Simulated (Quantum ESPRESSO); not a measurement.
**Cr (Chromium): parallel and opposed starts**

Wanted: the moments of Cr (Chromium) and the energy of each order that was tried.

Method: PBE; plane waves with GBRV 1.5 PBE potentials, no spin-orbit coupling, in Quantum ESPRESSO 7.5.

This is a report of a sequence of runs, with most program output left out.

**1. Set-up**

It takes space group Im-3m (No. 229, cubic). The conventional cell has a = 2.884 Å, b = 2.884 Å, c = 2.884 Å, α = 90.00°, β = 90.00°, γ = 90.00°. Nearest to Cr lie 8 Cr at 2.50 Å.

The cell comes from the Crystallography Open Database.

**2. Start 1: ferro +**

The signs are those of the starting moments on the seeded atoms, the atoms that are given a moment.

pw.in reads:

```
&CONTROL
  calculation = 'scf'
  prefix = 'pwscf'
  outdir = './tmp'
  pseudo_dir = './pseudo'
  disk_io = 'nowf'
/
&SYSTEM
  ibrav = 0
  celldm(1) = 8
  nat = 1
  ntyp = 1
  ecutwfc = 40
  ecutrho = 280
  nbnd = 14
  occupations = 'smearing'
  smearing = 'fd'
  degauss = 0.00367493
  nspin = 2
  starting_magnetization(1) = 0.1786
/
&ELECTRONS
  conv_thr = 2d-09
  electron_maxstep = 150
  mixing_beta = 0.3
/
ATOMIC_SPECIES
Cr     51.9961 cr_pbe_v1.5.uspp.F.UPF
CELL_PARAMETERS alat
  -0.3406113231755    0.3406113231755    0.3406113231755
   0.3406113231755   -0.3406113231755    0.3406113231755
   0.3406113231755    0.3406113231755   -0.3406113231755
ATOMIC_POSITIONS crystal
Cr      0.0000000000    0.0000000000    0.0000000000
K_POINTS automatic
16 16 16 0 0 0
```

Launch:

```bash
OMP_NUM_THREADS=1 mpirun -n 2 pw.x -nk 2 -in pw.in > pw.out
```

Run time: 12 s. Hardware: 2 MPI ranks of Arm Neoverse V1, shared host; peak memory 0.13 GiB; 23 s of CPU time.

The spin moment in the atom's sphere vanishes on all atoms.

Read from the output:

| Quantity | Value |
| --- | --- |
| smearing term TS | 0.005475 eV |
| magnetization | 0 μB |
| absolute magnetization | 0 μB |
| final state | non-magnetic |

Valence density in the ac plane of the conventional cell at fractional y = 0.000, with atoms of Cr within 0.2 Å of it. It is the smooth field of the valence electrons, not physical close to the nuclei.

Ten even steps from '_' (0 e/Å³) to '@' (14 e/Å³), each cell a mean:
```
##@@**..______________::##@@
%%**--________________..--##
::::..__________________..::
____________________________
____________________________
____________________________
____________________________
____________________________
____________________________
____________________________
....______________________..
**++::________________..--**
%%@@++..______________::**@@
..%%**..______________::%%##
```
Columns run along a (2.9 Å), rows up along c (2.9 Å), edges of the conventional cell, whose origin can differ from the input's. Atoms in or near the plane, at fractional coordinates: Cr at (0.00, 0.00).

**3. Run 2, typed as antiferro q=(1/2,1/2,1/2) +−**

This order needs a doubled cell of 2 atoms. The wavevector q is in fractions of the reciprocal vectors of the crystal's primitive cell, as the cells of these inputs are built from it; moments change sign between cells as cos(2π q·R).

pw.in reads:

```
&CONTROL
  calculation = 'scf'
  prefix = 'pwscf'
  outdir = './tmp'
  pseudo_dir = './pseudo'
  disk_io = 'nowf'
/
&SYSTEM
  ibrav = 0
  celldm(1) = 8
  nat = 2
  ntyp = 2
  ecutwfc = 40
  ecutrho = 280
  nbnd = 21
  occupations = 'smearing'
  smearing = 'fd'
  degauss = 0.00367493
  nspin = 2
  starting_magnetization(1) = 0.1786
  starting_magnetization(2) = -0.1786
/
&ELECTRONS
  conv_thr = 4d-09
  electron_maxstep = 150
  mixing_beta = 0.3
/
ATOMIC_SPECIES
Cr1    51.9961 cr_pbe_v1.5.uspp.F.UPF
Cr2    51.9961 cr_pbe_v1.5.uspp.F.UPF
CELL_PARAMETERS alat
  -0.6812226463510    0.6812226463510    0.6812226463510
   0.0000000000000    0.0000000000000    0.6812226463510
   0.0000000000000    0.6812226463510    0.0000000000000
ATOMIC_POSITIONS crystal
Cr1     0.0000000000    0.0000000000    0.0000000000
Cr2     0.5000000000    0.0000000000    0.0000000000
K_POINTS automatic
8 16 16 0 0 0
```

It took 40 s on 2 MPI ranks; peak memory 0.19 GiB; 79 s of CPU time.

Spin moment in the atom's sphere by atom:

| atom | spin moment in the atom's sphere (μB) |
| --- | --- |
| Cr1 | 1.21 |
| Cr2 | -1.21 |

Read from the output:

```
smearing term TS       : 0.005295 eV
magnetization          : 0 μB
absolute magnetization : 2.605 μB
final state            : antiferromagnetic
```

Spin density in the ac plane at fractional y = 0.000, with atoms of Cr within 0.2 Å of it.

Values in e/Å³, 8 rows by 14 columns, each cell a mean:
```
 1.2  1.1  0.3  0.1  0.0 -0.2 -0.6 -1.2 -1.1 -0.3 -0.1  0.0  0.2  0.6
 0.3  0.6  0.3  0.1  0.0  0.0 -0.1 -0.3 -0.6 -0.3 -0.1  0.0  0.0  0.1
 0.1  0.1  0.1  0.1  0.0  0.0  0.0 -0.1 -0.1 -0.1 -0.1  0.0  0.0  0.0
 0.0  0.0  0.0  0.0  0.0  0.0  0.0  0.0  0.0  0.0  0.0  0.0  0.0  0.0
 0.0  0.0  0.0  0.0 -0.1 -0.1 -0.1  0.0  0.0  0.0  0.0  0.1  0.1  0.0
 0.1  0.0  0.0  0.0 -0.1 -0.3 -0.2 -0.1  0.0  0.0  0.0  0.1  0.3  0.2
 0.4  0.2  0.0  0.0 -0.2 -0.6 -1.0 -0.5 -0.2  0.0  0.0  0.2  0.6  1.1
 1.3  0.8  0.2  0.0 -0.1 -0.6 -1.4 -1.3 -0.8 -0.2  0.0  0.1  0.5  1.5
```
Columns run along a (5.0 Å), rows up along c (2.9 Å). Atoms in or near the plane, at fractional coordinates: Cr at (0.00, 0.00), Cr at (0.50, 0.00).

Valence density in the ac plane at fractional y = 0.000, with atoms of Cr within 0.2 Å of it. It is the smooth field of the valence electrons, not physical close to the nuclei.

Values in e/Å³, 8 rows by 14 columns, each cell a mean:
```
12 12  3  1  0  1  8 12 12  3  1  0  1  8
 4  6  2  1  0  0  1  4  6  2  1  0  0  1
 1  1  1  0  0  0  0  1  1  1  0  0  0  0
 0  0  0  0  0  0  0  0  0  0  0  0  0  0
 0  0  0  0  0  1  0  0  0  0  0  0  1  0
 1  0  0  0  1  2  3  1  0  0  0  1  2  3
 7  2  0  0  1  6 12  7  2  0  0  1  6 12
 8  8  1  0  1  5 12  9  8  1  0  1  5 13
```
Columns run along a (5.0 Å), rows up along c (2.9 Å). Atoms in or near the plane, at fractional coordinates: Cr at (0.00, 0.00), Cr at (0.50, 0.00).

**4. Run 3, typed as antiferro q=(0,0,1/2) +−**

This order needs a doubled cell of 2 atoms.

pw.in, as its differences from that of step 3:

```diff
@@ -31,9 +31,9 @@
 CELL_PARAMETERS alat
-  -0.6812226463510    0.6812226463510    0.6812226463510
-   0.0000000000000    0.0000000000000    0.6812226463510
-   0.0000000000000    0.6812226463510    0.0000000000000
+  -0.3406113231755    0.3406113231755    0.3406113231755
+   0.3406113231755   -0.3406113231755    0.3406113231755
+   0.6812226463510    0.6812226463510   -0.6812226463510
 ATOMIC_POSITIONS crystal
 Cr1     0.0000000000    0.0000000000    0.0000000000
-Cr2     0.5000000000    0.0000000000    0.0000000000
+Cr2     0.0000000000    0.0000000000    0.5000000000
 K_POINTS automatic
-8 16 16 0 0 0
+16 16 8 0 0 0
```

Elapsed: 92 s, on 2 MPI ranks; peak memory 0.3 GiB; 3.1 min of CPU time.

Spin moment in the atom's sphere by atom:

| atom | spin moment in the atom's sphere (μB) |
| --- | --- |
| Cr1 | 0.0002 |
| Cr2 | -0.0002 |

This step gave:

```
smearing term TS       : 0.01095 eV
magnetization          : 0 μB
absolute magnetization : 0 μB
final state            : non-magnetic
```

**5. Start 4: no spin polarisation**

pw.in reads:

```
&CONTROL
  calculation = 'scf'
  prefix = 'pwscf'
  outdir = './tmp'
  pseudo_dir = './pseudo'
  disk_io = 'nowf'
/
&SYSTEM
  ibrav = 0
  celldm(1) = 8
  nat = 1
  ntyp = 1
  ecutwfc = 40
  ecutrho = 280
  nbnd = 13
  occupations = 'smearing'
  smearing = 'fd'
  degauss = 0.00367493
/
&ELECTRONS
  conv_thr = 2d-09
  electron_maxstep = 150
  mixing_beta = 0.3
/
ATOMIC_SPECIES
Cr     51.9961 cr_pbe_v1.5.uspp.F.UPF
CELL_PARAMETERS alat
  -0.3406113231755    0.3406113231755    0.3406113231755
   0.3406113231755   -0.3406113231755    0.3406113231755
   0.3406113231755    0.3406113231755   -0.3406113231755
ATOMIC_POSITIONS crystal
Cr      0.0000000000    0.0000000000    0.0000000000
K_POINTS automatic
16 16 16 0 0 0
```

It took 4.4 s on 2 MPI ranks; peak memory 0.12 GiB; 8.7 s of CPU time.

Numbers from this step:

```
smearing term TS : 0.005475 eV
final state      : non-magnetic (no spin polarisation)
```

**6. Ranking**

An order is kept where moments of 0.15 μB or more survive with the typed signs; meshes match where a doubled cell samples the same k points as the first cell.

Orders:

| start | final state | typed order kept | energy over the lowest (meV a seeded atom) | largest site moment (μB) | net moment (μB a cell of the first run) | mesh matched | CPU time (s) |
| --- | --- | --- | --- | --- | --- | --- | --- |
| ferro + | non-magnetic | no | 25.44 | 0 | 0 | yes | 23.07 |
| antiferro q=(1/2,1/2,1/2) +- | antiferromagnetic | yes | 0 | 1.214 | 0 | yes | 79.37 |
| antiferro q=(0,0,1/2) +- | non-magnetic | no | 25.44 | 0 | 0 | yes | 184.8 |
| no spin polarisation | non-magnetic | - | 25.42 | 0 | 0 | yes | 8.67 |

**7. What came out**

```
lowest state found    : antiferromagnetic (from antiferro q=(1/2,1/2,1/2) +-)
largest site moment   : 1.21 μB
state without moments : 25.4 meV a seeded atom higher
```

In words: At this level spin polarisation gains little. 2 starts lost their moments. Only these 4 starts were compared; other wavevectors, canted and longer-period orders were not.

[Logs and program files are shortened in this print: banners, set-up blocks, solver, clock and traceback lines can be left out without a mark of their own.]

[Logs are printed without paths, hosts, clocks, repeated set-up lines and the standing remarks that a program may print on its own settings, such as how far it seeks lower states.]

[Hosts, paths, dates, database ids (printed as entryN), source tags and the programs' standing remarks are cut or masked in the printed files.]

[Where a cell is said to come from a database of computed structures, the database is the Materials Project.]
